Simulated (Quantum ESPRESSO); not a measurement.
# CaO (Fm-3m): phonons against volume, part 3 of 9

Which modes of CaO drive its thermal expansion?

Experimental results on record:
- heat capacity C_P per formula unit 42.2 J/mol/K and bulk modulus 113 GPa near room temperature (given in “High-Throughput Prediction of Finite-Temperature Properties using the Quasi-Harmonic Approximation”, 2016, arXiv:1603.06924)

Quantum ESPRESSO 7.5; DFT LDA, scalar-relativistic, plane waves, GBRV ultrasoft pseudopotentials.

So far. Step 2 (Probe on a coarse mesh): The start is under -7.3 GPa at this level and looks like an insulator or semiconductor on this mesh. Step 3 (Relaxation): After the last step pw.x solved the final cell once more on a basis chosen for it, which moves the energy without moving the atoms.

## (4) Self-consistent run

A tight ground state at this cell gives the energy of this member; its pressure is the stress at this cutoff, which can carry an offset from the finite basis.

File scf.in:

```
&control
   calculation = 'scf'
   prefix = 'x'
   outdir = './tmp'
   pseudo_dir = './pseudo'
   tprnfor = .true.
   tstress = .true.
/
&system
   ibrav = 0
   nat = 2
   ntyp = 2
   ecutwfc = 45.0
   ecutrho = 270.0
   occupations = 'fixed'
   nbnd = 10
/
&electrons
   conv_thr = 1.0d-12
   mixing_beta = 0.7
   electron_maxstep = 100
/
ATOMIC_SPECIES
 Ca     40.0780  Ca.upf
 O      15.9990  O.upf
CELL_PARAMETERS angstrom
     0.000000000    2.354529689    2.354529689
     2.354529689    0.000000000    2.354529689
     2.354529689    2.354529689    0.000000000
ATOMIC_POSITIONS crystal
 Ca     0.000000000   0.000000000   0.000000000
 O      0.500000000   0.500000000   0.500000000
K_POINTS automatic
 8 8 8 0 0 0
```

Launch:

```console
$ OMP_NUM_THREADS=1 mpirun -n 8 pw.x -nk 8 -in scf.in > scf.out
```

What it wrote:

```text
[banner, memory and clock lines left out]
Program PWSCF v.7.5

     Message from routine setup:
     using ibrav=0 with symmetry is DISCOURAGED, use correct ibrav instead

     G-vector sticks info

     bravais-lattice index     =            0
     lattice parameter (alat)  =       6.2924  a.u.
     unit-cell volume          =     176.1729 (a.u.)^3
     number of atoms/cell      =            2
     number of atomic types    =            2
     number of electrons       =        16.00
     number of Kohn-Sham states=           10
     kinetic-energy cutoff     =      45.0000  Ry
     charge density cutoff     =     270.0000  Ry
     scf convergence threshold =      1.0E-12
     mixing beta               =       0.7000
     number of iterations used =            8  plain     mixing
     Exchange-correlation= SLA  PZ   NOGX NOGC
                           (   1   1   0   0   0   0   0)

     celldm(1)=   6.292425  celldm(2)=   0.000000  celldm(3)=   0.000000
     celldm(4)=   0.000000  celldm(5)=   0.000000  celldm(6)=   0.000000

     crystal axes: (cart. coord. in units of alat)
               a(1) = (   0.000000   0.707107   0.707107 )
               a(2) = (   0.707107   0.000000   0.707107 )
               a(3) = (   0.707107   0.707107   0.000000 )

     reciprocal axes: (cart. coord. in units 2 pi/alat)
               b(1) = ( -0.707107  0.707107  0.707107 )
               b(2) = (  0.707107 -0.707107  0.707107 )
               b(3) = (  0.707107  0.707107 -0.707107 )

     PseudoPot. # 1 for Ca read from file:
     ./pseudo/Ca.upf
     Pseudo is Ultrasoft + core correction, Zval = 10.0
     Using radial grid of  845 points,  6 beta functions with:
                l(1) =   0
                l(2) =   0
                l(3) =   1
                l(4) =   1
                l(5) =   2
                l(6) =   2
     Q(r) pseudized with  8 coefficients,  rinner =    1.500   1.500   1.500
                                                       1.500   1.500

     PseudoPot. # 2 for O  read from file:
     ./pseudo/O.upf
     Pseudo is Ultrasoft + core correction, Zval =  6.0
     Using radial grid of  737 points,  5 beta functions with:
                l(1) =   0
                l(2) =   0
                l(3) =   1
                l(4) =   1
                l(5) =   2
     Q(r) pseudized with  8 coefficients,  rinner =    0.900   0.900   0.900
                                                       0.900   0.900

     atomic species   valence    mass     pseudopotential
     Ca               10.00    40.07800     Ca( 1.00)
     O                 6.00    15.99900     O ( 1.00)

     48 Sym. Ops., with inversion, found

   Cartesian axes

     site n.     atom                  positions (alat units)
         1        Ca     tau(   1) = (   0.0000000   0.0000000   0.0000000  )
         2        O      tau(   2) = (   0.7071068   0.7071068   0.7071068  )

     number of k points=    29
                       cart. coord. in units 2pi/alat
        k(    1) = (   0.0000000   0.0000000   0.0000000), wk =   0.0039062
        k(    2) = (   0.0883883   0.0883883  -0.0883883), wk =   0.0312500
        k(    3) = (   0.1767767   0.1767767  -0.1767767), wk =   0.0312500
        k(    4) = (   0.2651650   0.2651650  -0.2651650), wk =   0.0312500
        k(    5) = (  -0.3535534  -0.3535534   0.3535534), wk =   0.0156250
        k(    6) = (   0.1767767   0.0000000   0.0000000), wk =   0.0234375
        k(    7) = (   0.2651650   0.0883883  -0.0883883), wk =   0.0937500
        k(    8) = (   0.3535534   0.1767767  -0.1767767), wk =   0.0937500
        k(    9) = (  -0.2651650  -0.4419417   0.4419417), wk =   0.0937500
        k(   10) = (  -0.1767767  -0.3535534   0.3535534), wk =   0.0937500
        k(   11) = (  -0.0883883  -0.2651650   0.2651650), wk =   0.0937500
        k(   12) = (   0.0000000  -0.1767767   0.1767767), wk =   0.0468750
        k(   13) = (   0.3535534   0.0000000   0.0000000), wk =   0.0234375
        k(   14) = (   0.4419417   0.0883883  -0.0883883), wk =   0.0937500
        k(   15) = (  -0.1767767  -0.5303301   0.5303301), wk =   0.0937500
        k(   16) = (  -0.0883883  -0.4419417   0.4419417), wk =   0.0937500
[...]
k(   22) = (   0.3535534   0.1767767   0.0000000), wk =   0.0937500
        k(   23) = (  -0.2651650  -0.4419417   0.6187184), wk =   0.1875000
        k(   24) = (  -0.1767767  -0.3535534   0.5303301), wk =   0.0937500
        k(   25) = (  -0.1767767  -0.5303301   0.7071068), wk =   0.0937500
        k(   26) = (  -0.0883883  -0.4419417   0.6187184), wk =   0.1875000
        k(   27) = (   0.0000000  -0.3535534   0.5303301), wk =   0.0937500
        k(   28) = (  -0.7071068   0.1767767  -0.0000000), wk =   0.0468750
        k(   29) = (  -0.7071068   0.3535534   0.0000000), wk =   0.0234375

     Dense  grid:    13323 G-vectors     FFT dimensions: (  36,  36,  36)

     Smooth grid:     7239 G-vectors     FFT dimensions: (  27,  27,  27)

     Check: negative core charge=   -0.000003

     Initial potential from superposition of free atoms

     starting charge      15.9953, renormalised to      16.0000
     Starting wfcs are   14 randomized atomic wfcs

     per-process dynamical memory:    17.5 Mb

     Self-consistent Calculation

     iteration #  1     ecut=    45.00 Ry     beta= 0.70
     Davidson diagonalization with overlap
     ethr =  1.00E-02,  avg # of iterations =  2.0

     total energy              =    -107.27637800 Ry
     estimated scf accuracy    <       0.46065768 Ry

     iteration #  2     ecut=    45.00 Ry     beta= 0.70
     Davidson diagonalization with overlap
     ethr =  2.88E-03,  avg # of iterations =  3.9

     total energy              =    -107.25670692 Ry
     estimated scf accuracy    <       1.32919256 Ry

     iteration #  3     ecut=    45.00 Ry     beta= 0.70
     Davidson diagonalization with overlap
     ethr =  2.88E-03,  avg # of iterations =  3.0

     total energy              =    -107.51135958 Ry
     estimated scf accuracy    <       0.00713934 Ry

     iteration #  4     ecut=    45.00 Ry     beta= 0.70
     Davidson diagonalization with overlap
     ethr =  4.46E-05,  avg # of iterations =  3.1

     total energy              =    -107.51212539 Ry
     estimated scf accuracy    <       0.00203829 Ry

     iteration #  5     ecut=    45.00 Ry     beta= 0.70
     Davidson diagonalization with overlap
     ethr =  1.27E-05,  avg # of iterations =  2.2

     total energy              =    -107.51249423 Ry
     estimated scf accuracy    <       0.00000951 Ry

     iteration #  6     ecut=    45.00 Ry     beta= 0.70
     Davidson diagonalization with overlap
     ethr =  5.94E-08,  avg # of iterations =  4.6

     total energy              =    -107.51250230 Ry
     estimated scf accuracy    <       0.00000104 Ry

     iteration #  7     ecut=    45.00 Ry     beta= 0.70
     Davidson diagonalization with overlap
     ethr =  6.49E-09,  avg # of iterations =  2.0

     total energy              =    -107.51250226 Ry
     estimated scf accuracy    <       0.00000023 Ry

     iteration #  8     ecut=    45.00 Ry     beta= 0.70
     Davidson diagonalization with overlap
     ethr =  1.44E-09,  avg # of iterations =  2.8

     total energy              =    -107.51250233 Ry
     estimated scf accuracy    <       0.00000013 Ry

     iteration #  9     ecut=    45.00 Ry     beta= 0.70
     Davidson diagonalization with overlap
     ethr =  8.21E-10,  avg # of iterations =  2.0

     total energy              =    -107.51250234 Ry
     estimated scf accuracy    <       0.00000001 Ry

     iteration # 10     ecut=    45.00 Ry     beta= 0.70
     Davidson diagonalization with overlap
     ethr =  8.39E-11,  avg # of iterations =  2.5

     total energy              =    -107.51250234 Ry
     estimated scf accuracy    <          5.4E-10 Ry

     iteration # 11     ecut=    45.00 Ry     beta= 0.70
     Davidson diagonalization with overlap
     ethr =  3.35E-12,  avg # of iterations =  3.3

     total energy              =    -107.51250234 Ry
     estimated scf accuracy    <          8.4E-12 Ry

     iteration # 12     ecut=    45.00 Ry     beta= 0.70
     Davidson diagonalization with overlap
     ethr =  1.00E-13,  avg # of iterations =  2.8

     total energy              =    -107.51250234 Ry
     estimated scf accuracy    <          4.4E-11 Ry

     iteration # 13     ecut=    45.00 Ry     beta= 0.70
     Davidson diagonalization with overlap
     ethr =  1.00E-13,  avg # of iterations =  2.9

     End of self-consistent calculation

          k = 0.0000 0.0000 0.0000 (   893 PWs)   bands (ev):

   -28.8121  -9.7553  -9.7553  -9.7553  -7.2118   8.0790   8.0790   8.0790
    13.1757  14.3541

          k = 0.0884 0.0884-0.0884 (   914 PWs)   bands (ev):

   -28.7912 -10.0531  -9.7649  -9.7649  -6.9071   7.5106   7.8398   7.8398
    13.8678  14.3178

          k = 0.1768 0.1768-0.1768 (   902 PWs)   bands (ev):

   -28.7404 -10.6083  -9.7880  -9.7880  -6.3322   6.4337   7.3329   7.3329
    14.4040  15.3535

          k = 0.2652 0.2652-0.2652 (   905 PWs)   bands (ev):

   -28.6888 -11.0493  -9.8107  -9.8107  -5.8666   5.5583   6.8968   6.8968
    14.9288  16.3125

          k =-0.3536-0.3536 0.3536 (   886 PWs)   bands (ev):

   -28.6672 -11.2121  -9.8199  -9.8199  -5.6916   5.2295   6.7316   6.7316
    15.3401  16.7387

          k = 0.1768 0.0000 0.0000 (   901 PWs)   bands (ev):

   -28.7844 -10.0616  -9.7986  -9.7986  -6.8554   7.1693   7.9515   7.9515
    13.7678  13.9243

          k = 0.2652 0.0884-0.0884 (   900 PWs)   bands (ev):

   -28.7438 -10.4477  -9.8387  -9.8200  -6.4821   6.4876   7.5508   7.6664
    13.5640  14.9100

          k = 0.3536 0.1768-0.1768 (   892 PWs)   bands (ev):

   -28.6926 -10.8666  -9.8618  -9.8568  -6.0855   5.8845   6.9964   7.2134
    14.0101  15.9420

          k =-0.2652-0.4419 0.4419 (   900 PWs)   bands (ev):

   -28.6610 -11.0950  -9.9053  -9.8545  -5.8550   5.5151   6.7706   6.8688
    14.9108  15.8908

          k =-0.1768-0.3536 0.3536 (   896 PWs)   bands (ev):

   -28.6681 -11.0532  -9.9331  -9.8212  -5.8744   5.5528   6.7875   6.9371
    15.0062  15.8682

          k =-0.0884-0.2652 0.2652 (   897 PWs)   bands (ev):

   -28.7095 -10.7630  -9.9156  -9.7811  -6.1464   6.0354   7.0016   7.3674
    14.3366  15.6663

          k = 0.0000-0.1768 0.1768 (   915 PWs)   bands (ev):

   -28.7605 -10.3515  -9.8466  -9.7577  -6.5718   6.8104   7.4255   7.7849
    14.1204  14.6204

          k = 0.3536 0.0000 0.0000 (   902 PWs)   bands (ev):

   -28.7178 -10.4556  -9.9030  -9.9030  -6.5216   6.2712   7.7708   7.7708
    12.6758  15.0685

          k = 0.4419 0.0884-0.0884 (   895 PWs)   bands (ev):

   -28.6773 -10.6413  -9.9692  -9.9431  -6.4404   6.1973   7.4191   7.5639
    12.6291  15.9257

          k =-0.1768-0.5303 0.5303 (   898 PWs)   bands (ev):

   -28.6460 -10.7960 -10.0898  -9.9366  -6.2732   6.1951   6.9256   7.2096
[...]
k =-0.0884-0.4419 0.4419 (   895 PWs)   bands (ev):

   -28.6426 -10.8488 -10.1757  -9.8869  -6.1087   5.9710   6.9258   6.9386
[...]
k = 0.0000-0.3536 0.3536 (   889 PWs)   bands (ev):

[...]
k = 0.5303-0.0000 0.0000 (   894 PWs)   bands (ev):

[...]
k =-0.0884-0.6187 0.6187 (   902 PWs)   bands (ev):

[...]
k = 0.0000-0.5303 0.5303 (   902 PWs)   bands (ev):

[...]
k =-0.7071 0.0000 0.0000 (   934 PWs)   bands (ev):

[...]
k = 0.3536 0.1768 0.0000 (   893 PWs)   bands (ev):

   -28.7032 -10.6553  -9.9618  -9.8343  -6.2888   6.1239   7.2153   7.5365
    13.4265  15.5527

          k =-0.2652-0.4419 0.6187 (   893 PWs)   bands (ev):

   -28.6623 -10.8483 -10.0457  -9.8824  -6.1213   5.9406   6.9016   7.1850
    13.9915  15.8460

          k =-0.1768-0.3536 0.5303 (   890 PWs)   bands (ev):

   -28.6452 -10.9259 -10.0648  -9.9157  -6.0581   5.8858   6.8766   6.9210
    14.9757  15.0433

          k =-0.1768-0.5303 0.7071 (   896 PWs)   bands (ev):

   -28.6468 -10.6421 -10.0762 -10.0154  -6.4868   6.3884   7.2084   7.4260
    12.7159  16.2658

          k =-0.0884-0.4419 0.6187 (   904 PWs)   bands (ev):

   -28.6297 -10.6067 -10.2387 -10.0489  -6.3933   6.5079   6.9263   7.1586
    13.5970  15.6421

          k = 0.0000-0.3536 0.5303 (   895 PWs)   bands (ev):

   -28.6362 -10.6997 -10.2411  -9.9728  -6.2404   6.2164   6.9476   7.0419
    14.6200  14.8733

          k =-0.7071 0.1768-0.0000 (   904 PWs)   bands (ev):

   -28.6238 -10.4685 -10.2029 -10.1233  -6.6947   6.8377   7.1713   7.4091
    12.4554  16.6607

          k =-0.7071 0.3536 0.0000 (   892 PWs)   bands (ev):

   -28.6230 -10.3375 -10.2979 -10.2979  -6.4321   6.6706   7.0103   7.0103
    14.4709  14.4709

     highest occupied, lowest unoccupied level (ev):     8.0790   11.5315

!    total energy              =    -107.51250234 Ry
     estimated scf accuracy    <          2.0E-13 Ry

     The total energy is the sum of the following terms:
     one-electron contribution =     -23.56046380 Ry
     hartree contribution      =      19.97593535 Ry
     xc contribution           =     -19.16301334 Ry
     ewald contribution        =     -84.76496055 Ry

     convergence has been achieved in  13 iterations

     Forces acting on atoms (cartesian axes, Ry/au):

     atom    1 type  1   force =    -0.00000000    0.00000000    0.00000000
     atom    2 type  2   force =     0.00000000   -0.00000000   -0.00000000

     Total force =     0.000000     Total SCF correction =     0.000000

     Computing stress (Cartesian axis) and pressure

          total   stress  (Ry/bohr**3)                   (kbar)     P=        0.49
   0.00000336  -0.00000000  -0.00000000            0.49       -0.00       -0.00
  -0.00000000   0.00000336  -0.00000000           -0.00        0.49       -0.00
  -0.00000000  -0.00000000   0.00000336           -0.00       -0.00        0.49

     XML data file, charge density, pseudopotentials, collected wavefunctions
```

Elapsed: 1.8 s, on 8 MPI ranks of Arm Neoverse V2, shared host.

On a basis chosen for the relaxed cell the pressure is 0.049 GPa, small enough for phonons.

[end of part 3 of 9]

[Logs are printed without paths, hosts, clocks, repeated set-up lines and the standing remarks that a program may print on its own settings, such as how far it seeks lower states.]

[Hosts, paths, dates, database ids (printed as entryN), source tags and the programs' standing remarks are cut or masked in the printed files.]

[A step with changed settings may run another functional than the one named; its input shows which.]

[Of the runs on displaced cells, only some may be shown.]
